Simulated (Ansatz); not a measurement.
# A hypothetical structure for NaSc2Sb2

This structure for NaSc2Sb2 is made up. Its elements were placed in a known structure type with a cell scaled to their sizes. What cell does the guess relax to, and how far off was it?

Main program and level: Ansatz 0.2.0; DFT, PBE, plane-wave PAW, files of the set soft_1, scalar-relativistic, no spin, cell and ions relaxed at zero pressure; PAW set soft_1.

### Step 1. The structure

Symmetry: I4/mmm, No. 139, tetragonal system. Conventional cell: a = 3.977 Å, b = 3.977 Å, c = 13.656 Å, α = 90.00°, β = 90.00°, γ = 90.00°. Nearest to Sb lie 4 Sc at 2.50 Å and 4 Na at 3.40 Å. Sc has 4 Sb at 2.50 Å nearest. Nearest to Na lie 8 Sb at 3.40 Å. Farther neighbours are not listed.

### Step 2. Relaxing cell and atoms

The guess takes its coordinates from another compound and its volume from a rule, so the cell and any free coordinates are relaxed together.

input.yaml

```yaml
crystal:
  lattice:
    - [-1.9885, 1.9885, 6.828]
    - [1.9885, -1.9885, 6.828]
    - [1.9885, 1.9885, -6.828]
  atoms:
    - { symbol: Sb, position: [0.6393, 0.6393, 0.0] }
    - { symbol: Sb, position: [0.3607, 0.3607, 0.0] }
    - { symbol: Sc, position: [0.25, 0.75, 0.5] }
    - { symbol: Sc, position: [0.75, 0.25, 0.5] }
    - { symbol: Na, position: [0.0, 0.0, 0.0] }
kpoints:
  mp_grid: { grid: [9, 9, 9] }
scf:
  occupations: { method: fermi_dirac, width: 0.05 }
hamiltonian:
  xc: pbe
  pseudopotentials: { kind: paw, azcp: { folder: soft_1 } }
relax:
  f_tol: 0.015
  max_steps: 70
  cell: {}
output:
  forces: true
  stress: true
```

Run with:

```
$ ansatz run input.yaml --threads 4 --pin off --max-ram 8192MiB --backend cpu --events-out ev --progress --plain --runs-dir out
```

Numbers of over 12 decimals in the logs are rounded to 6 here.

What it wrote:

```text
basis.fft_grid_basis auto: the FFT boxes are laid along the combinations [[1, 0, 1], [0, 1, 1], [0, 0, 1]] of the cell's own vectors, 3.977, 3.977 and 7.384 Å long. The dense box has 27×27×50 points. Along the cell's own vectors, as sized, it would have 50×50×50, 3.43 times as many. Of the 16 symmetry operations that the crystal satisfies within crystal.symmetry.tolerance (time reversal apart; of a slab, those that k [...]
Engine: ansatz 0.2.0, x86_64-unknown-linux-gnu
Pseudopotentials: kind: paw
Pseudopotential: Sb, paw, valence charge 15, recommended cutoff 420 eV (normal), soft_1/Sb.paw.azcp
Pseudopotential: Sc, paw, valence charge 11, recommended cutoff 420 eV (normal), soft_1/Sc.paw.azcp
Pseudopotential: Na, paw, valence charge 9, recommended cutoff 420 eV (normal), soft_1/Na.paw.azcp
Functional definition: PBE
  parameter kappa = 0.804
  parameter beta = 0.066725
  exchange = pbe_x(kappa = kappa, mu = beta*pi^2/3)
  correlation = pbe_c(beta = beta)
Crystal: 5 atoms, lattice volume = 107.995 Å³
Basis set: ecut = 420 eV, 2155 PW (Γ), FFT grids on a1+a3, a2+a3, a3, exchange–correlation on 54×54×100 points (8 copies of the dense FFT grid, shifted against one another)
Bands: 37, of which v1, the nominal top of the filled ones, is band 31 counted from 1 (30 counted from 0)
Symmetry: 16 space group operations
Space group: I4/mmm (ITA 139), of the structure as read, at distance tolerance 4.8e-5 Å
k-points: 75 of 729
Non-local potential: Sb, projectors of the file, l = 0: 2, l = 1: 2, l = 2: 2, l = 3: 1
Non-local potential: Sc, projectors of the file, l = 0: 3, l = 1: 2, l = 2: 3, l = 3: 1
Non-local potential: Na, projectors of the file, l = 0: 3, l = 1: 2, l = 2: 1
PAW form: soft (Blöchl's): semilocal exchange-correlation on the pseudo side does not see the compensation charge
PAW one-centre angular grid: Sb, 590 points (default); XC on 64 Gauss nodes
PAW one-centre angular grid: Sc, 590 points (default); XC on 64 Gauss nodes
PAW one-centre angular grid: Na, 110 points (default); XC on 64 Gauss nodes
Initial density: superposition of atomic densities (chi_scale 0.1, normalization cell, long waves kept (reshape's long-wave potential 0.01 eV rms))
Initial wavefunctions: pseudopotential atomic-orbital guess
Functional: x = pbe(κ = 0.804, μ = 0.219515), c = pbe(β = 0.066725)
SCF iter   1: F=—  HF=-18729.801853 eV  |F-HF|=—  |Δ(HF+E_count)|=         —  Δρ=9.38e-2  dr2=3.96e1  ethr=3.10e-3  ⟨swp⟩=6.0  Hψ=12148  notcnv=0
preconditioner: auto → Kerker (q_TF=auto, 2.481 Å⁻¹)  [metal: Δε(μ)=0.017 eV  Ē_g=5.168 eV  σ=0.050 eV  W_gap=0.08  n_scr=32 (ndim 8)  ℏωp=14.7 eV  f_vac=0.000  D(μ)=2.94/eV (n_scr^D=20)]
SCF iter   2: F=—  HF=-18725.835368 eV  |F-HF|=—  |Δ(HF+E_count)|=    3.97e0  Δρ=4.33e-2  dr2=1.12e1  ethr=3.10e-3  ⟨swp⟩=3.2  Hψ=5838  notcnv=0  defer=59
SCF iter   3: F=—  HF=-18724.462586 eV  |F-HF|=—  |Δ(HF+E_count)|=    1.37e0  Δρ=1.08e-2  dr2=6.15e-1  ethr=3.10e-3  ⟨swp⟩=4.8  Hψ=6686  notcnv=0  defer=48
SCF iter   4: F=—  HF=-18724.374965 eV  |F-HF|=—  |Δ(HF+E_count)|=   8.76e-2  Δρ=4.60e-3  dr2=9.27e-2  ethr=1.01e-3  ⟨swp⟩=2.8  Hψ=3883  notcnv=0  defer=53
SCF iter   5: F=—  HF=-18724.354248 eV  |F-HF|=—  |Δ(HF+E_count)|=   2.07e-2  Δρ=2.21e-3  dr2=1.62e-2  ethr=1.52e-4  ⟨swp⟩=2.6  Hψ=3853  notcnv=0  defer=53
SCF iter   6: F=—  HF=-18724.350170 eV  |F-HF|=—  |Δ(HF+E_count)|=   4.08e-3  Δρ=1.02e-3  dr2=1.82e-3  ethr=2.66e-5  ⟨swp⟩=2.0  Hψ=5068  notcnv=0  defer=53
SCF iter   7: F=—  HF=-18724.349817 eV  |F-HF|=—  |Δ(HF+E_count)|=   3.53e-4  Δρ=5.38e-4  dr2=3.34e-4  ethr=2.98e-6  ⟨swp⟩=2.0  Hψ=4976  notcnv=0  defer=53
SCF iter   8: F=—  HF=-18724.349752 eV  |F-HF|=—  |Δ(HF+E_count)|=   6.55e-5  Δρ=1.29e-4  dr2=1.93e-5  ethr=5.47e-7  ⟨swp⟩=2.0  Hψ=4996  notcnv=0  defer=53
SCF iter   9: F=—  HF=-18724.349704 eV  |F-HF|=—  |Δ(HF+E_count)|=   4.73e-5  Δρ=5.25e-5  dr2=1.97e-6  ethr=3.17e-8  ⟨swp⟩=2.0  Hψ=5012  notcnv=0  defer=53
SCF iter  10: F=—  HF=-18724.349705 eV  |F-HF|=—  |Δ(HF+E_count)|=   5.95e-7  Δρ=1.45e-5  dr2=2.18e-7  ethr=3.23e-9  ⟨swp⟩=2.0  Hψ=5032  notcnv=0  defer=53
SCF iter  11: F=-18724.349705 eV  HF=-18724.349705 eV  |F-HF|=1.09e-8  |Δ(HF+E_count)|=   1.12e-7  Δρ=5.06e-6  dr2=3.10e-8  ethr=1.64e-10  ⟨swp⟩=5.0  Hψ=9345  notcnv=0
SCF 1 converged in 11 iterations: F = -18724.349705 eV  dr2 = 3.10e-8
  greatest PAW one-centre occupation: 0.999 electrons in one spin orbital (limit 2), on the Na atom at site 4 (counted from 0), in its partial waves of l = 0
relax step   1: F+E_penalty+E_count = -18724.34970489 eV  Δ(F+E_penalty+E_count) = +0.000e0 eV  max|allowed force component| = 7.130e0 eV/Å  Δτ_max = 0.0000 Å  P = +39.889 GPa  Ω = 107.995 Å³  (11 SCF iters, dr2 threshold 1.00e-7 eV, accepted)
Crystal: 5 atoms, lattice volume = 120.510 Å³
Basis set: ecut = 420 eV, 2331 PW (Γ), FFT grids on a1+a3, a2+a3, a3, exchange–correlation on 54×54×100 points (8 copies of the dense FFT grid, shifted against one another)
Initial density: handed on by an earlier stage of this run
Initial wavefunctions: those handed on with the density
SCF iter   1: F=—  HF=-18728.612722 eV  |F-HF|=—  |Δ(HF+E_count)|=         —  Δρ=2.17e-2  dr2=2.36e0  ethr=3.10e-3  ⟨swp⟩=9.1  Hψ=13278  notcnv=0  defer=3
preconditioner: auto → LDOS  [metal: Δε(μ)=0.024 eV  Ē_g=5.866 eV  σ=0.050 eV  W_gap=0.12  n_scr=32 (ndim 8)  ℏωp=13.9 eV  f_vac=0.015  D(μ)=3.20/eV (n_scr^D=24)  β→1.0]
SCF iter   2: F=—  HF=-18728.490359 eV  |F-HF|=—  |Δ(HF+E_count)|=   1.22e-1  Δρ=1.79e-2  dr2=1.61e0  ethr=3.10e-3  ⟨swp⟩=3.2  Hψ=4872  notcnv=0  defer=33
SCF iter   3: F=—  HF=-18728.283311 eV  |F-HF|=—  |Δ(HF+E_count)|=   2.07e-1  Δρ=2.35e-3  dr2=8.54e-3  ethr=2.64e-3  ⟨swp⟩=2.9  Hψ=4122  notcnv=0  defer=34
SCF iter   4: F=—  HF=-18728.284194 eV  |F-HF|=—  |Δ(HF+E_count)|=   8.83e-4  Δρ=7.09e-4  dr2=9.62e-4  ethr=1.40e-5  ⟨swp⟩=2.1  Hψ=5027  notcnv=0  defer=34
SCF iter   5: F=—  HF=-18728.284473 eV  |F-HF|=—  |Δ(HF+E_count)|=   2.79e-4  Δρ=1.74e-4  dr2=4.60e-5  ethr=1.58e-6  ⟨swp⟩=2.0  Hψ=3424  notcnv=0  defer=34
SCF iter   6: F=—  HF=-18728.284484 eV  |F-HF|=—  |Δ(HF+E_count)|=   1.12e-5  Δρ=5.63e-5  dr2=3.55e-6  ethr=7.55e-8  ⟨swp⟩=2.1  Hψ=3617  notcnv=0  defer=33
SCF iter   7: F=-18728.284484 eV  HF=-18728.284484 eV  |F-HF|=6.74e-8  |Δ(HF+E_count)|=   3.25e-7  Δρ=1.45e-5  dr2=2.51e-7  ethr=8.20e-10  ⟨swp⟩=5.0  Hψ=10681  notcnv=0
SCF 2 converged in 7 iterations: F = -18728.284484 eV  dr2 = 2.51e-7
[...]
SCF 3 converged in 7 iterations: F = -18729.367596 eV  dr2 = 9.89e-8
relax step   3: F+E_penalty+E_count = -18729.36759630 eV  Δ(F+E_penalty+E_count) = -1.083e0 eV  max|allowed force component| = 6.975e-1 eV/Å  Δτ_max = 0.0169 Å  P = +7.105 GPa  Ω = 133.214 Å³  energy of the carried Pulay correction = -2.127e-3 eV  (7 SCF iters, dr2 threshold 5.00e-7 eV, accepted)
[... from here on, the SCF cycles and remarks between the steps are left out ...]
relax step   4: F+E_penalty+E_count = -18729.81655052 eV  Δ(F+E_penalty+E_count) = -4.490e-1 eV  max|allowed force component| = 1.097e-1 eV/Å  Δτ_max = 0.0176 Å  P = +2.293 GPa  Ω = 144.315 Å³  energy of the carried Pulay correction = -2.930e-3 eV  (7 SCF iters, dr2 threshold 5.00e-7 eV, accepted)
relax step   5: F+E_penalty+E_count = -18729.93191658 eV  Δ(F+E_penalty+E_count) = -1.154e-1 eV  max|allowed force component| = 5.179e-2 eV/Å  Δτ_max = 0.0323 Å  P = -0.070 GPa  Ω = 150.988 Å³  energy of the carried Pulay correction = -3.380e-3 eV  (7 SCF iters, dr2 threshold 5.00e-7 eV, accepted)
relax step   6: F+E_penalty+E_count = -18729.93599151 eV  Δ(F+E_penalty+E_count) = -4.075e-3 eV  max|allowed force component| = 2.436e-2 eV/Å  Δτ_max = 0.0063 Å  P = -0.154 GPa  Ω = 150.958 Å³  energy of the carried Pulay correction = -3.378e-3 eV  (5 SCF iters, dr2 threshold 5.00e-7 eV, accepted)
relax step   7: F+E_penalty+E_count = -18729.93660694 eV  Δ(F+E_penalty+E_count) = -6.154e-4 eV  max|allowed force component| = 1.257e-3 eV/Å  Δτ_max = 0.0007 Å  P = -0.041 GPa  Ω = 150.414 Å³  energy of the carried Pulay correction = -3.343e-3 eV  (6 SCF iters, dr2 threshold 1.40e-7 eV, accepted)
relax step   8: F+E_penalty+E_count = -18729.93665592 eV  Δ(F+E_penalty+E_count) = -4.898e-5 eV  max|allowed force component| = 1.222e-3 eV/Å  Δτ_max = 0.0017 Å  P = -0.002 GPa  Ω = 150.186 Å³  energy of the carried Pulay correction = -3.328e-3 eV  (8 SCF iters, accepted)
relax step   9: F+E_penalty+E_count = -18729.99369803 eV  Δ(F+E_penalty+E_count) = -5.704e-2 eV  max|allowed force component| = 9.982e-4 eV/Å  Δτ_max = 0.0000 Å  P = +0.665 GPa  Ω = 150.186 Å³  stress off target by 9.40e-1 GPa  SCF on the basis re-selected at this cell (its energy is not comparable with the rows above)  (10 SCF iters)
relax step  10: F+E_penalty+E_count = -18730.00593141 eV  Δ(F+E_penalty+E_count) = -1.223e-2 eV  max|allowed force component| = 1.460e-2 eV/Å  Δτ_max = 0.0209 Å  P = +0.174 GPa  Ω = 152.557 Å³  energy of the carried Pulay correction = -1.114e-4 eV  (6 SCF iters, dr2 threshold 5.00e-7 eV, accepted)
relax step  11: F+E_penalty+E_count = -18730.00721563 eV  Δ(F+E_penalty+E_count) = -1.284e-3 eV  max|allowed force component| = 3.561e-2 eV/Å  Δτ_max = 0.0237 Å  P = +0.036 GPa  Ω = 154.121 Å³  energy of the carried Pulay correction = -1.927e-4 eV  (6 SCF iters, dr2 threshold 1.77e-7 eV, accepted)
relax step  12: F+E_penalty+E_count = -18730.00754248 eV  Δ(F+E_penalty+E_count) = -3.268e-4 eV  max|allowed force component| = 5.946e-3 eV/Å  Δτ_max = 0.0100 Å  P = -0.021 GPa  Ω = 153.697 Å³  energy of the carried Pulay correction = -1.678e-4 eV  (5 SCF iters, dr2 threshold 7.93e-8 eV, accepted)
Basis set: ecut = 420 eV, 2995 PW (Γ), FFT grids on a1+a3, a2+a3, a3, exchange–correlation on 72×72×100 points (8 copies of the dense FFT grid, shifted against one another)
iter 1 solved again at ethr=5.97e-8 eV; its pass at ethr=3.10e-3 eV (dr2=3.64e-5 eV) is discarded
SCF iter   1: F=—  HF=-18730.007487 eV  |F-HF|=—  |Δ(HF+E_count)|=         —  Δρ=7.68e-5  dr2=3.26e-7  ethr=5.97e-8  ⟨swp⟩=3.6  Hψ=20231  notcnv=0
preconditioner: auto → LDOS  [metal: Δε(μ)=0.002 eV  Ē_g=4.997 eV  σ=0.050 eV  W_gap=0.01  n_scr=32 (ndim 8)  ℏωp=12.3 eV  f_vac=0.038  D(μ)=4.68/eV (n_scr^D=32)  β→1.0]
SCF iter   2: F=—  HF=-18730.007690 eV  |F-HF|=—  |Δ(HF+E_count)|=   2.03e-4  Δρ=8.29e-6  dr2=1.07e-7  ethr=5.34e-10  ⟨swp⟩=2.0  Hψ=5120  notcnv=0
SCF iter   3: F=—  HF=-18730.007690 eV  |F-HF|=—  |Δ(HF+E_count)|=   1.73e-7  Δρ=3.83e-6  dr2=5.16e-8  ethr=1.75e-10  ⟨swp⟩=2.0  Hψ=5050  notcnv=0
SCF iter   4: F=—  HF=-18730.007690 eV  |F-HF|=—  |Δ(HF+E_count)|=   1.38e-7  Δρ=1.27e-6  dr2=2.91e-9  ethr=8.47e-11  ⟨swp⟩=2.0  Hψ=3270  notcnv=0
SCF iter   5: F=—  HF=-18730.007690 eV  |F-HF|=—  |Δ(HF+E_count)|=   6.86e-9  Δρ=5.28e-7  dr2=1.21e-9  ethr=4.76e-12  ⟨swp⟩=2.0  Hψ=5054  notcnv=0
SCF iter   6: F=—  HF=-18730.007690 eV  |F-HF|=—  |Δ(HF+E_count)|=  2.33e-10  Δρ=1.61e-7  dr2=7.70e-11  ethr=1.99e-12  ⟨swp⟩=2.0  Hψ=3288  notcnv=0
SCF iter   7: F=-18730.007690 eV  HF=-18730.007690 eV  |F-HF|=0.00e0  |Δ(HF+E_count)|=  1.16e-10  Δρ=5.27e-8  dr2=6.58e-12  ethr=1.00e-12  ⟨swp⟩=4.1  Hψ=9130  notcnv=0
SCF 13 converged in 7 iterations: F = -18730.007690 eV  dr2 = 6.58e-12
relax step  13: F+E_penalty+E_count = -18730.00769022 eV  Δ(F+E_penalty+E_count) = -1.477e-4 eV  max|allowed force component| = 5.921e-3 eV/Å  Δτ_max = 0.0000 Å  P = -0.023 GPa  Ω = 153.697 Å³  stress off target by 2.94e-2 GPa  SCF on the basis re-selected at this cell (its energy is not comparable with the rows above)  (7 SCF iters)
basis re-selected at this cell: Δ(F+E_penalty+E_count) = -1.477e-4 eV, ΔP = -0.002 GPa vs the last step (what re-selecting the basis moved, of the pressure what is left beyond the Pulay correction that the steps carried, after the strain that the cell walked since its last selection, with what the two solves' SCF thresholds leave and, on support functions, any second-order correction that the steps lacked; it is no measure of the basis error at this ecutwfc). The dense FFT grid was sized anew with the basis: this SCF ran on 36×36×50 points, the steps before it on 32×32×54, so part of this shift can come from that change (see relax.cell in the input reference). [rest of the remark cut]
SCF converged after 7 iterations
Free energy (F): -18730.007690 eV
Harris-Foulkes:  -18730.007690 eV  (|F-HF|=0.00e0)
Internal energy: -18729.971121 eV  (E = F + TS)
E sigma→0 (E₀):  -18729.989406 eV
Entropy (-TS):   -0.036569 eV (-7.314 meV/atom)
Fermi energy:    7.088389 eV
--- Per-component energies (eV) ---
  E_band       = -996.825686
  E_kinetic    = 854.194275
  E_local      = -7238.928075  (includes V_loc(G=0)·N_el)
  E_nonlocal   = 1346.992860
  E_hartree    = 2824.061099
  E_xc         = -404.288925
  E_vxc        = -437.681019  (∫ρ·V_xc dr)
  E_paw        = -11368.259503  (= ΣΔE_a)
  E_vpaw       = -1169.526343  (= ΣTr[D̂ρ^β])
  E_aug_tail   = 0.000392  (compensation charges beyond the density's cutoff)
  E_ewald      = -4743.743244
  E_smearing   = -0.036569  (= −TS)
  E_closure    = 0.000000  (closes the sum)
  Σ components = -18730.007690   (vs F -18730.007690, Δ=0.00e0)
--- Forces (eV/Å), atoms counted from 1 ---
  atom   1  Sb     0.00000000     0.00000000     0.00592147
  atom   2  Sb    -0.00000000     0.00000000    -0.00592147
  atom   3  Sc    -0.00000000     0.00000000    -0.00000000
  atom   4  Sc     0.00000000    -0.00000000     0.00000000
  atom   5  Na    -0.00000000    -0.00000000    -0.00000000
  max |Σ_I F_I| component: 2.43e-17 eV/Å
--- Stress (GPa, compression-positive) ---
       -0.029393       0.000000      -0.000000
        0.000000      -0.029393      -0.000000
       -0.000000      -0.000000      -0.010558
  P = ⅓ Tr σ = -0.0231 GPa (-0.231 kbar)
--- Relaxed structure (11 steps of the walk, 11 accepted, 2 SCFs on fresh bases) ---
  F+E_penalty+E_count = -18730.00769022 eV   max|allowed force component| = 5.921e-3 eV/Å   (the final SCF, on the basis selected at the relaxed cell)
  cell:  # Å, volume = 153.6973 Å³
    - [-2.408180, 2.408180, 6.625647]
    - [2.408180, -2.408180, 6.625647]
    - [2.408180, 2.408180, -6.625647]
  atoms:
    - { symbol: Sb, position: [0.630362, 0.630362, 0] }
    - { symbol: Sb, position: [0.369638, 0.369638, 0] }
    - { symbol: Sc, position: [0.250000, 0.750000, 0.500000] }
    - { symbol: Sc, position: [0.750000, 0.250000, 0.500000] }
    - { symbol: Na, position: [8.3681099135890515e-19, 8.368109913589058e-19, 0] }
```

Wall time 43 s (4 threads of Intel Xeon Platinum 8488C (Sapphire Rapids), shared host); peak memory 0.78 GiB; 2.5 min of CPU time.

The steps of the relaxation:

```
step  energy less that of the first step (eV)  largest force component (eV/Å)  pressure (GPa)  volume (Å³)
   1                                   0.0000                          7.1298           39.89       108.00
   2                                  -3.9348                          2.0884           15.90       120.51
   3                                  -5.0179                          0.6975            7.10       133.21
   4                                  -5.4668                          0.1097            2.29       144.31
   5                                  -5.5822                          0.0518           -0.07       150.99
   6                                  -5.5863                          0.0244           -0.15       150.96
   7                                  -5.5869                          0.0013           -0.04       150.41
   8                                  -5.5870                          0.0012            0.00       150.19
  9*                                  -5.6440                          0.0010            0.66       150.19
  10                                  -5.6562                          0.0146            0.17       152.56
  11                                  -5.6575                          0.0356            0.04       154.12
  12                                  -5.6578                          0.0059           -0.02       153.70
 13*                                  -5.6580                          0.0059           -0.02       153.70
```

Relaxation steps marked * repeat the geometry before them on a plane-wave basis chosen anew for their cell, so energy and pressure can jump there.

The run keeps the 16 symmetry operations that it works with, so distortions that break them were not tested.

```
     cell as run  before   after   change
           a (Å)   7.384   7.450   +0.9 %
           b (Å)   7.384   7.450   +0.9 %
           c (Å)   7.384   7.450   +0.9 %
           α (°)  148.76  142.28   -4.4 %
           β (°)  148.76  142.28   -4.4 %
           γ (°)   44.77   54.41  +21.5 %
volume (Å³/atom)   21.60   30.74  +42.3 %
```

The atoms that moved most (Å, as changes of fractional coordinates times the final cell):

```
atom     dx     dy      dz  length
 Sb2  0.000  0.000   0.118   0.118
 Sb1  0.000  0.000  -0.118   0.118
```

The relaxed structure:

```xyz
5
Lattice="-2.4082 2.4082 6.6256 2.4082 -2.4082 6.6256 2.4082 2.4082 -6.6256" Properties=species:S:1:pos:R:3 pbc="T T T"
Sb    0.0000    0.0000    8.3531
Sb    0.0000    0.0000    4.8982
Sc    2.4082    0.0000    3.3128
Sc    0.0000    2.4082    3.3128
Na    0.0000    0.0000    0.0000
```

This step gave:

| Property | Result |
| --- | --- |
| free energy | -18730.0077 eV |
| energy at zero smearing | -18729.9894 eV |
| smearing term TS | 0.03657 eV |
| Fermi energy | 7.088 eV |
| electrons | 61 |
| symmetry operations | 16 |
| pressure | -0.02311 GPa |

Shortest distances by pair of elements, guess and relaxed (not always the same contact):

```
 pair  guess (Å)  relaxed (Å)
Sb–Sc      2.498        2.883
Sc–Sc      2.812        3.406
Sb–Sb      3.805        3.455
Na–Sb      3.395        3.819
Na–Sc      3.951        4.096
```

The relaxation ends with a largest force component of 0.0059 eV/Å and a pressure of -0.02 GPa.

### Step 3. Outcome

```
space group, relaxed : I4/mmm
conventional cell    : a = 4.816, b = 4.816, c = 13.251 Å; α = 90.0°, β = 90.0°, γ = 90.0°
volume per atom      : 30.74 Å³ (guess 21.60)
```

NaSc2Sb2 relaxes to I4/mmm with a = 4.816, b = 4.816 and c = 13.251 Å. The guessed volume was 30 % too small. The space group I4/mmm was held in the relaxation, so the end point is a stationary structure within it and may be a saddle against distortions or other arrangements. Mesh and cutoff weren't tested. Spin-orbit coupling is left out, which can matter for elements this heavy. No dispersion term is used, so weakly bound directions may come out too long. Nothing here tests whether the compound is stable against decomposition.

[Logs are printed without paths, hosts, clocks, repeated set-up lines and the standing remarks that a program may print on its own settings, such as how far it seeks lower states.]

[Hosts, paths, dates, database ids (printed as entryN), source tags and the programs' standing remarks are cut or masked in the printed files.]
